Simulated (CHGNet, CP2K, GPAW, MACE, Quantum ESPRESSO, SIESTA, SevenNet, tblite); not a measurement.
## Twisted Ti2CO2 MXene bilayer, 38.21° (70 atoms) in GPAW

How do the settings of GPAW change the result for twisted Ti2CO2 MXene bilayer, 38.21° (70 atoms)? A plane-wave run serves as the yardstick.

Method: the method is named at each step, in GPAW 26.7.0.

**1. The starting structure**

The cell holds 70 atoms: 14 C, 28 Ti and 28 O. Cell: a = 8.017 Å, b = 8.017 Å, c = 23.800 Å, α = 90.0°, β = 90.0°, γ = 120.0°. It derives from Ti2CO2 (Ti2CO2 MXene). Ti2CO2 MXene (a = 3.03 Å) under Ti2CO2 MXene (a = 3.03 Å), bilayer, commensurate cell of 7 unit cells a layer, twist 38.21 deg; facing planes 2.92 Å apart; 12 Å of vacuum; layers as built, displaced by a Gaussian of 0.01 Å. Then every atom was moved at random, 0.03 Å r.m.s. a Cartesian component. Regions: layer 1, 35 atoms (7 C, 14 Ti and 14 O); layer 2, 35 atoms (7 C, 14 Ti and 14 O). Vacuum lies along c.

The yardstick, on the same geometry:

| Property | Result |
| --- | --- |
| method | Kohn-Sham DFT, PBE, SSSP efficiency 1.3.0 pseudopotentials, plane waves (Quantum ESPRESSO 7.5); sssp-pbe-1.3.0-efficiency, cutoffs 60/480 Ry, Γ point |
| r.m.s. force component | 0.4741 eV/Å |
| longest force | 1.644 eV/Å |
| gap (highest filled to lowest empty level) | 0.3976 eV |
| time | 29 min on 1 thread of Arm Neoverse V2, shared host |
| CPU time | 29 min |

**2. PBE, LCAO dzp, h 0.18 Å**

Method: Kohn-Sham DFT, PBE, PAW, atomic orbitals (dzp).

run.py reads:

```python
import numpy as np
from ase.io import read
from gpaw import GPAW, FermiDirac

atoms = read("structure.xyz")
atoms.calc = GPAW(
    mode="lcao",
    basis="dzp",
    h=0.18,
    xc="PBE",
    kpts={"size": (1, 1, 1), "gamma": True},
    occupations=FermiDirac(0.05),
    maxiter=200,
    symmetry={"point_group": False},
    txt="gpaw.txt",
)
energy = atoms.get_potential_energy(force_consistent=True)
forces = atoms.get_forces()
print(f"energy {energy:.6f} eV")
print("forces (eV/A)")
for i, (a, f) in enumerate(zip(atoms, forces)):
    print(f"{i:4d} {a.symbol:2s} {f[0]:10.5f} {f[1]:10.5f} {f[2]:10.5f}")
print(f"Fermi level {atoms.calc.get_fermi_level():.4f} eV")
for k in range(len(atoms.calc.get_ibz_k_points())):
    for s in range(atoms.calc.get_number_of_spins()):
        e = atoms.calc.get_eigenvalues(kpt=k, spin=s)
        n = np.searchsorted(e, atoms.calc.get_fermi_level())
        print(f"k {k} spin {s} levels about the Fermi level:", np.round(e[max(n - 6, 0):n], 4).tolist(), "|", np.round(e[n:n + 6], 4).tolist())
```

structure.xyz reads:

```xyz
70
Lattice="8.01660 0.00000 0.00000 -4.00830 6.94258 0.00000 0.00000 0.00000 23.80000" Properties=species:S:1:pos:R:3 pbc="T T T"
C -3.99688 6.94001 8.22028
Ti 0.57030 1.65164 9.54713
Ti 1.75724 0.29242 6.92413
O 1.72934 0.36810 10.43273
O 0.56092 1.65900 5.96880
C -0.55222 2.93525 8.20386
Ti -0.00685 4.65646 9.57807
Ti 1.15078 3.31300 6.88962
O 1.15162 3.25697 10.38703
O 0.04541 4.67798 5.96785
C -1.15114 5.96263 8.19315
Ti 3.42245 0.67260 9.59854
Ti 0.54421 6.28838 6.92509
O 0.53739 6.27880 10.45463
O 3.45407 0.66892 5.96476
C 2.30225 1.92261 8.27336
Ti 2.89235 3.70713 9.53285
Ti 4.00998 2.28827 6.96745
O 4.01940 2.26168 10.40917
O 2.84393 3.67144 6.03187
C 1.69836 5.00442 8.23004
Ti 2.30858 6.58650 9.51119
Ti 3.43599 5.32524 6.89914
O 3.50361 5.33864 10.38822
O 2.27010 6.59899 6.01212
C 5.21091 0.97758 8.23908
Ti 5.70064 2.61950 9.57284
Ti 6.91159 1.28979 6.92128
O 6.88017 1.30312 10.43630
O 5.72377 2.64429 6.00165
C 4.60169 3.96255 8.22028
Ti -2.88409 5.59954 9.52071
Ti -1.68192 4.31391 6.90581
O -1.68204 4.27996 10.45796
O -2.87700 5.53615 5.97523
C 5.77051 3.88576 15.58733
Ti 4.65628 2.55431 16.84635
Ti 4.07003 4.17041 14.27810
O 4.05119 4.20623 17.78860
O 4.66807 2.58903 13.32871
C 3.43315 5.83031 15.59352
Ti 2.29808 4.54163 16.85992
Ti 1.75010 6.21569 14.29737
O 1.75824 6.22881 17.85119
O 2.33536 4.51608 13.34799
C 2.95989 2.87728 15.56710
Ti 1.75419 1.54209 16.89372
Ti 1.17832 3.25433 14.24168
O 1.23408 3.24455 17.80073
O 1.74501 1.64616 13.40107
C 5.20057 0.89261 15.54307
Ti 0.07091 6.54637 16.89729
Ti 3.51985 1.20801 14.25525
O 3.48349 1.15948 17.78288
O 0.00313 6.50686 13.31872
C 0.60950 4.87022 15.57758
[... 10 atom lines left out ...]
Ti -2.83435 5.54157 16.90062
Ti 0.65852 0.30415 14.30261
O 0.59030 0.18446 17.81882
O -2.82457 5.46881 13.36632
```

Command:

```
> OMP_NUM_THREADS=1 python run.py > output.txt
```

Log:

```text
energy -576.128641 eV
forces (eV/A)
   0 C     0.20747   -0.56998   -0.17765
   1 Ti   -0.44780    0.47892   -1.06891
   2 Ti   -0.18096    0.62378    0.45856
   3 O     0.04174   -0.78923    1.03242
   4 O     0.41145   -0.07091   -0.24175
   5 C     0.08246    0.38537    0.06274
   6 Ti   -0.12162   -0.38511   -0.98431
   7 Ti   -0.63190   -0.43390    0.51930
   8 O     0.31292    0.70686    1.26234
   9 O    -0.20355   -0.59343   -0.31451
  10 C     0.30214   -0.59678    0.07570
  11 Ti   -0.37464    0.07648   -1.20695
  12 Ti    0.20271    0.33186    0.52089
  13 O     0.38454   -0.29388    0.67509
  14 O    -0.15075    0.04074   -0.03751
  15 C     0.21692    0.50960   -1.11956
  16 Ti   -0.71430   -0.64155   -1.45814
  17 Ti    0.41538    0.18531    0.01843
  18 O    -0.14393    0.76334    1.57949
  19 O     0.33804   -0.40937   -0.44466
  20 C     0.45721   -0.91093    0.55721
  21 Ti   -0.74988    1.19956   -1.11733
  22 Ti    0.05152   -0.07792    0.06484
  23 O    -0.58137   -0.70972    1.95752
[...]
62 Ti   -0.22612   -0.56588   -0.24944
  63 O     0.19983   -0.19184    0.27110
  64 O     0.46823    0.00694    0.37589
  65 C    -0.50421    0.17762   -0.79942
  66 Ti   -0.45713    0.07425   -0.08428
  67 Ti   -0.28965   -0.49554    0.15816
  68 O     0.23361    0.37069    0.34078
  69 O     0.14634    0.62169   -0.47570
Fermi level 2.1503 eV
k 0 spin 0 levels about the Fermi level: [0.7164, 0.9833, 1.8126, 1.8366, 1.9156, 1.9842] | [2.3465, 2.3672, 2.3894, 2.448, 2.4804, 2.5022]
```

gpaw.txt:

```text
Input parameters:
  mode=LCAO(),
  basis={'default': 'dzp'},
  h=0.18,
  kpts=MonkhorstPack(size=(1, 1, 1), gamma=True),
  maxiter=200,
  occupations=Occupations(name='fermi-dirac', width=0.05, fixmagmom=False),
  symmetry=Symmetry(point_group=False),
  xc=XC(name='PBE')
Unit cell  # Å
| periodic |         x |        y |         z |   lengths |     angles |
|----------|-----------|----------|-----------|-----------|------------|
|      yes |  8.016600 | 0.000000 |  0.000000 |  8.016600 |  90.000000 |
|      yes | -4.008300 | 6.942580 |  0.000000 |  8.016601 |  90.000000 |
|      yes |  0.000000 | 0.000000 | 23.800000 | 23.800000 | 119.999997 |
Number of symmetries: 1
Symmetry operations  # r_c * U_cc + t_c -> r_c
|   | kind |            matrix            |
|---|------|------------------------------|
| 0 |  E   |  1, 0, 0,  0, 1, 0,  0, 0, 1 |
BZ-sampling:
  Number of BZ points: 1
  Number of IBZ points: 1
  Monkhorst-Pack size: [1, 1, 1]
  Monkhorst-Pack shift: [0, 0, 0]
[... lines left out ...]
  Fermi-Dirac:
[... lines left out ...]
xc functional:
  name: PBE with 2 nearest neighbor stencil
interpolation: tri-quintic # 5. degree polynomial
Initialization done in: 11.856 s
convergence criteria:
- Maximum [total energy] change in last 3 cyles: 0.0005 eV / valence electron
- Maximum integral of absolute [dens]ity change: 0.0001 electrons / valence electron
- Maximum integral of absolute [eigenst]ate change: 4e-08 eV^2 / valence electron
maximum number of iterations: 200
SCF iterations
|iter     |      energy | eigst |  dens |
|---------|-------------|-------|-------|
|iter:   1| -658.501656 |      c|       |
|iter:   2| -629.726011 |      c| -0.83 |
|iter:   3| -580.330027 |      c| -0.91 |
|iter:   4|-1224.331269 |      c| -1.38 |
|iter:   5| -577.255473 |      c| -0.39 |
[...]
|iter:   7| -577.453913c|      c| -1.63 |
[...]
|iter:  10| -576.232596 |      c| -2.10 |
|iter:  11| -576.135500 |      c| -2.27 |
|iter:  12| -576.095040c|      c| -2.48 |
|iter:  13| -576.107481c|      c| -2.75 |
[...]
|iter:  17| -576.102825c|      c| -3.80 |
|iter:  18| -576.105326c|      c| -3.92 |
|iter:  19| -576.104284c|      c| -4.05c|
Converged in 19 steps
SCF loop duration: 451.091 s (23.742 s/step)
Energy contributions relative to reference atoms: (reference = -721803.057935)
Energy contributions:
  Kinetic:         628.396474
  Coulomb:        -700.258275
  Zero:             16.311896
  External:          0.000000
  Xc:             -520.530022
  Entropy:          -0.048714
  Spinorbit:         0.000000
  ----------------------------
  Free energy:    -576.128641
  Extrapolated:   -576.104284
dipole moment: (-9.386503, 8.308445, -0.003726)  # |e|*Ang
Fermi level: 2.150
Eigenvalues  # (at kpt = [0.000, 0.000, 0.000])
| band index |      eig [eV] | occ [0-2] |
|------------|---------------|-----------|
|          0 |       -56.068 |     2.000 |
|        ... |               |           |
|        272 |         0.014 |     2.000 |
|        273 |         0.024 |     2.000 |
[...]
|        287 |         2.570 |     0.000 |
|        ... |               |           |
|        339 |         4.240 |     0.000 |
Gap: 0.362 eV
Transition (v -> c):
  (s=0, k=0, n=279, [0.00, 0.00, 0.00]) -> (s=0, k=0, n=280, [0.00, 0.00, 0.00])
No difference between direct/indirect transitions
Force computation time: 58.720  # s
timing:  # [seconds]
  Total:  521.691  # ━━━━━━━━━━━━━━━━━━━━━━━━━━━━━━━━━━━━━━━━━━━━━━━━━━━━━━━━
  Init:    11.855  # ━╸
  SCF:    451.091  # ━━━━━━━━━━━━━━━━━━━━━━━━━━━━━━━━━━━━━━━━━━━━━━━━╸
  Forces:  58.720  # ━━━━━━╸
```

It took 8.7 min on 1 thread of Arm Neoverse V2, shared host; peak memory 1.8 GiB.

Banners, paths, timers and routine set-up lines are dropped from the logs unmarked, and long logs keep their key lines alone; longer cuts are marked.

Against the reference:

| Property | Result |
| --- | --- |
| r.m.s. force component | 0.5512 eV/Å |
| r.m.s. difference of force components | 197.7 meV/Å |
| longest difference of force vectors | 570.3 meV/Å |
| force difference over r.m.s. force | 41.7 % |
| slope of forces against the reference's | 1.089 |
| correlation of force components | 0.9366 |
| gap (highest filled to lowest empty level) | 0.3623 eV |
| gap difference | -0.0353 eV |

This run lies far from the reference in forces at the same functional.

Length of the force difference by element (eV/Å):

```csv
element,atoms,mean,most
C,14,0.052,0.073
O,28,0.45,0.57
Ti,28,0.29,0.41
```

Levels nearest the highest filled one (eV from it): -1.27, -1.00, -0.17, -0.15, -0.07, 0.00, 0.36, 0.38, 0.41, 0.46, 0.50, 0.52.

Local excerpt of 13 atoms (numbers count through the whole input) about O70, picked at random; x, y, z are measured from there.

```csv
atom,x,y,z,distance (Å),bonds,Fx,Fy,Fz (eV/Å)
O70,0.00,0.00,0.00,0.00,3,0.15,0.62,-0.48
Ti38,-1.12,-1.30,0.91,1.94,6,-0.58,0.28,0.18
Ti58,1.72,-0.32,0.86,1.95,6,-0.13,1.18,0.58
Ti68,-0.53,1.78,0.94,2.08,6,-0.29,-0.50,0.16
C36,0.58,-1.58,2.22,2.79,6,0.34,-0.72,-0.30
C41,-1.76,0.36,2.23,2.86,6,0.50,0.70,-0.29
C66,1.18,1.36,2.23,2.86,6,-0.50,0.18,-0.80
O40,-0.52,-2.88,-0.04,2.93,3,-0.07,-0.51,-0.23
O45,-2.86,-0.95,-0.02,3.01,3,0.02,0.16,-0.36
O55,2.83,1.04,-0.05,3.01,3,0.17,-0.07,-0.24
O60,2.38,-1.92,-0.03,3.06,3,-1.09,-0.08,-0.74
O65,-2.34,2.05,-0.06,3.11,3,0.47,0.01,0.38
O50,0.56,3.12,0.03,3.17,3,0.20,-1.29,-1.08
```

Atoms are counted from 1 here, from 0 in the log.

Forces lie 42 % from the reference's, at 0.30 times its CPU time.

**3. PBE, LCAO szp(dzp), h 0.18 Å**

Method: Kohn-Sham DFT, PBE, PAW, atomic orbitals (szp(dzp)).

run.py, as its differences from that of step 2:

```diff
@@ -7,3 +7,3 @@
     mode="lcao",
-    basis="dzp",
+    basis="szp(dzp)",
     h=0.18,
```

structure.xyz is that of step 2.

Log:

```text
energy -568.171606 eV
forces (eV/A)
   0 C     0.23246   -0.61969   -0.17160
   1 Ti   -0.54160    0.54765   -0.91244
   2 Ti   -0.15604    0.66444    0.34850
   3 O     0.09393   -0.82066    1.03123
   4 O     0.42201   -0.06715   -0.28065
   5 C     0.10673    0.33384    0.05141
   6 Ti   -0.17901   -0.31738   -0.79777
   7 Ti   -0.68653   -0.41453    0.35889
   8 O     0.33457    0.69319    1.27666
   9 O    -0.18359   -0.63073   -0.36349
  10 C     0.36946   -0.63620    0.04469
  11 Ti   -0.44936    0.10671   -1.01109
  12 Ti    0.11243    0.37392    0.40958
  13 O     0.41159   -0.31523    0.68338
  14 O    -0.14961    0.04011   -0.09805
  15 C     0.23062    0.43759   -1.16780
  16 Ti   -0.78768   -0.54812   -1.33767
  17 Ti    0.41461    0.19361   -0.11519
  18 O    -0.12896    0.74572    1.60296
  19 O     0.36931   -0.43187   -0.45162
  20 C     0.48792   -1.00946    0.57516
  21 Ti   -0.76937    1.25806   -0.98602
  22 Ti    0.04724    0.01343   -0.13580
  23 O    -0.57530   -0.72868    2.01172
[...]
62 Ti   -0.20339   -0.49835   -0.31500
  63 O     0.20300   -0.22538    0.31478
  64 O     0.46469   -0.05200    0.30650
  65 C    -0.48992    0.08762   -0.83379
  66 Ti   -0.49636    0.14340    0.06367
  67 Ti   -0.24814   -0.37632    0.04443
  68 O     0.24676    0.33572    0.38671
  69 O     0.14086    0.61142   -0.50188
Fermi level 2.1384 eV
k 0 spin 0 levels about the Fermi level: [0.8451, 1.1095, 1.8846, 1.9075, 1.9319, 2.0041] | [2.3078, 2.3106, 2.3392, 2.3678, 2.4635, 2.4848]
```

gpaw.txt:

```text
Input parameters:
  mode=LCAO(),
  basis={'default': 'szp(dzp)'},
  h=0.18,
  kpts=MonkhorstPack(size=(1, 1, 1), gamma=True),
  maxiter=200,
  occupations=Occupations(name='fermi-dirac', width=0.05, fixmagmom=False),
  symmetry=Symmetry(point_group=False),
  xc=XC(name='PBE')
Unit cell  # Å
| periodic |         x |        y |         z |   lengths |     angles |
[... lines left out ...]
  Fermi-Dirac:
[... lines left out ...]
convergence criteria:
- Maximum [total energy] change in last 3 cyles: 0.0005 eV / valence electron
[... lines left out ...]
Converged in 19 steps
[... lines left out ...]
  Free energy:    -568.171606
  Extrapolated:   -568.127974
dipole moment: (-9.357774, 8.281194, -0.040755)  # |e|*Ang
Fermi level: 2.138
Eigenvalues  # (at kpt = [0.000, 0.000, 0.000])
| band index |      eig [eV] | occ [0-2] |
|------------|---------------|-----------|
|          0 |       -56.125 |     2.000 |
|        ... |               |           |
|        272 |         0.003 |     2.000 |
|        273 |         0.056 |     2.000 |
[...]
|        287 |         2.534 |     0.001 |
|        ... |               |           |
|        339 |         4.189 |     0.000 |
Gap: 0.304 eV
Transition (v -> c):
  (s=0, k=0, n=279, [0.00, 0.00, 0.00]) -> (s=0, k=0, n=280, [0.00, 0.00, 0.00])
No difference between direct/indirect transitions
Force computation time: 38.868  # s
timing:  # [seconds]
  Total:  353.525  # ━━━━━━━━━━━━━━━━━━━━━━━━━━━━━━━━━━━━━━━━━━━━━━━━━━━━━━━━
  Init:     9.135  # ━╸
  SCF:    305.491  # ━━━━━━━━━━━━━━━━━━━━━━━━━━━━━━━━━━━━━━━━━━━━━━━━╸
  Forces:  38.868  # ━━━━━━
```

Run time: 5.9 min. Hardware: 1 thread; peak memory 1.7 GiB.

Against the reference:

```
r.m.s. force component                           : 0.5518 eV/Å
r.m.s. difference of force components            : 198.7 meV/Å
longest difference of force vectors              : 624.9 meV/Å
force difference over r.m.s. force               : 41.92 %
slope of forces against the reference's          : 1.089
correlation of force components                  : 0.9361
gap (highest filled to lowest empty level) : 0.3037 eV
gap difference                                   : -0.0939 eV
```

This is a coarse setting, run to see what it loses.

Against the first run (42 %), the force difference from the reference is 42 %, at 0.68 times the CPU time, with 826 basis functions against 1358.

**4. PBE, LCAO dzp, h 0.22 Å**

Method: Kohn-Sham DFT, PBE, PAW, atomic orbitals (dzp).

run.py, as its differences from that of step 3:

```diff
@@ -7,4 +7,4 @@
     mode="lcao",
-    basis="szp(dzp)",
-    h=0.18,
+    basis="dzp",
+    h=0.22,
     xc="PBE",
```

structure.xyz is that of step 3.

Log:

```text
energy -561.030960 eV
forces (eV/A)
   0 C     0.21873   -0.57167   -0.16924
   1 Ti   -0.44684    0.50154   -1.10254
   2 Ti   -0.19040    0.62047    0.46856
   3 O    -0.08362   -1.17223    1.21517
   4 O     0.55942   -0.20976   -0.05574
   5 C     0.09131    0.36454    0.08091
   6 Ti   -0.11945   -0.37933   -1.01216
   7 Ti   -0.63463   -0.43695    0.53021
   8 O     0.44635    0.80424    1.37877
   9 O    -0.08332   -0.73021   -0.14128
  10 C     0.32791   -0.60002    0.08854
  11 Ti   -0.35784    0.09284   -1.22390
  12 Ti    0.20672    0.32188    0.52783
  13 O     0.20763   -0.45410    0.79348
  14 O     0.09846    0.22521    0.03137
  15 C     0.20868    0.47759   -1.10847
  16 Ti   -0.71223   -0.63275   -1.47603
  17 Ti    0.41254    0.18683    0.04160
  18 O    -0.06742    1.03777    1.85888
  19 O     0.16424   -0.58169   -0.29363
  20 C     0.49121   -0.92896    0.55322
  21 Ti   -0.75784    1.18829   -1.11801
  22 Ti    0.04885   -0.07888    0.07743
  23 O    -0.49560   -0.68812    2.19386
[...]
62 Ti   -0.21880   -0.56477   -0.25117
  63 O     0.36240    0.07817    0.06671
  64 O     0.35836   -0.42127    0.46045
  65 C    -0.46978    0.18958   -0.83730
  66 Ti   -0.47283    0.06600   -0.09303
  67 Ti   -0.29855   -0.50482    0.13847
  68 O    -0.03056    0.07256    0.14380
  69 O     0.42663    0.94717   -0.67797
Fermi level 2.1594 eV
k 0 spin 0 levels about the Fermi level: [0.7225, 0.9897, 1.8242, 1.8465, 1.9258, 1.9932] | [2.3556, 2.376, 2.3976, 2.4571, 2.4882, 2.5094]
```

gpaw.txt:

```text
Input parameters:
  mode=LCAO(),
  basis={'default': 'dzp'},
  h=0.22,
  kpts=MonkhorstPack(size=(1, 1, 1), gamma=True),
  maxiter=200,
  occupations=Occupations(name='fermi-dirac', width=0.05, fixmagmom=False),
  symmetry=Symmetry(point_group=False),
  xc=XC(name='PBE')
Unit cell  # Å
| periodic |         x |        y |         z |   lengths |     angles |
[... lines left out ...]
  Fermi-Dirac:
[... lines left out ...]
convergence criteria:
- Maximum [total energy] change in last 3 cyles: 0.0005 eV / valence electron
[... lines left out ...]
Converged in 19 steps
[... lines left out ...]
  Free energy:    -561.030960
  Extrapolated:   -561.006443
dipole moment: (-9.384261, 8.335050, -0.004135)  # |e|*Ang
Fermi level: 2.159
Eigenvalues  # (at kpt = [0.000, 0.000, 0.000])
| band index |      eig [eV] | occ [0-2] |
|------------|---------------|-----------|
|          0 |       -56.063 |     2.000 |
|        ... |               |           |
|        272 |         0.022 |     2.000 |
|        273 |         0.032 |     2.000 |
[...]
|        287 |         2.578 |     0.000 |
|        ... |               |           |
|        339 |         4.248 |     0.000 |
Gap: 0.362 eV
Transition (v -> c):
  (s=0, k=0, n=279, [0.00, 0.00, 0.00]) -> (s=0, k=0, n=280, [0.00, 0.00, 0.00])
No difference between direct/indirect transitions
Force computation time: 32.985  # s
timing:  # [seconds]
  Total:  304.521  # ━━━━━━━━━━━━━━━━━━━━━━━━━━━━━━━━━━━━━━━━━━━━━━━━━━━━━━━━
  Init:     9.941  # ━━
  SCF:    261.570  # ━━━━━━━━━━━━━━━━━━━━━━━━━━━━━━━━━━━━━━━━━━━━━━━━
  Forces:  32.985  # ━━━━━━
```

Elapsed: 5.1 min, on 1 thread; peak memory 1.1 GiB.

Numbers from this run, and their distance from the reference:

| Property | Result |
| --- | --- |
| r.m.s. force component | 0.5816 eV/Å |
| r.m.s. difference of force components | 229.2 meV/Å |
| longest difference of force vectors | 827.9 meV/Å |
| force difference over r.m.s. force | 48.35 % |
| slope of forces against the reference's | 1.135 |
| correlation of force components | 0.9256 |
| gap (highest filled to lowest empty level) | 0.3624 eV |
| gap difference | -0.0352 eV |
| energy less the same-level run's | 215.7 meV/atom |
| r.m.s. force difference from the same-level run | 121.1 meV/Å |

This is a coarse setting, run to see what it loses.

Against the first run (42 %), the force difference from the reference is 48 %, at 0.58 times the CPU time: the grid matters here.

The forces add up to 0.77 eV/Å instead of zero, usually a sign of too coarse a grid.

[end of part 1 of 2]

[Also dropped from logs without a mark: logging warnings of Python, and SIESTA's first energy breakdown and zero terms.]

[Logs are printed without paths, hosts, clocks, repeated set-up lines and the standing remarks that a program may print on its own settings, such as how far it seeks lower states.]

[Hosts, paths, dates, database ids (printed as entryN), source tags and the programs' standing remarks are cut or masked in the printed files.]
